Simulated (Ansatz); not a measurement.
In doubt: one-shot GW on d or f shells is unsure, so the values of those runs are not to be relied on.

Two G0W0 runs on NaFeN (P6_3mc).

```xyz
6
Lattice="2.9792 0.0000 0.0000 -1.4896 2.5801 0.0000 0.0000 0.0000 9.6776" Properties=species:S:1:pos:R:3 pbc="T T T"
Na    1.4896    0.8600    7.3616
Na    0.0000    1.7200    2.5229
Fe    0.0000    0.0000    5.0146
Fe    0.0000    0.0000    0.1758
N     0.0000    1.7200    5.4754
N     1.4896    0.8600    0.6366
```

The cell and positions are those that the Materials Project relaxed with its own functionals (PBE, PBE+U or r2SCAN), kept fixed.

The first (Ansatz 0.2.0; start PBE with 60 % screened exact exchange, 6×6×2 mesh, 310 empty bands, screening to 150 eV, PAW set soft_1 files; 1 × NVIDIA H100 80GB HBM3 (shared by 6 runs) with 2 threads of AMD EPYC 7R13 (Zen 3), shared host) gave, on its mesh: starting gap 1.92 eV, G0W0 gap -0.21 eV, RPA ε∞ (mean) 5.66, 71 s.

The second gave: starting gap 0.71 eV, G0W0 gap 0.84 eV, RPA ε∞ (mean) 19.51, 44 s.

Question: What was changed in the input? Choose among start, files, mesh, bands and cutoff, frequency model or another key.

Changed: start from PBE with 60 % screened exact exchange to PBE+U(Fe-d,4). A jump of this size in the start, with ε∞ moving the other way, marks another functional. Other changes could give like numbers; this is the one that was made.

Limits: not at the basis limit; no spin polarisation; d states lean on the start; coarse k mesh.

[Paths, hosts, dates, memory and timing lines, banners, echoed tables and standing remarks are left out of the program output.]

[Logs are printed without paths, hosts, clocks, repeated set-up lines and the standing remarks that a program may print on its own settings, such as how far it seeks lower states.]

[Runs of the session that timed out or met a known fault of the program may be left out.]

[Cells called generated may have been cut or substituted from an entry of the Crystallography Open Database or the Materials Project.]

[Hosts, paths, dates, database ids (printed as entryN), source tags and the programs' standing remarks are cut or masked in the printed files.]
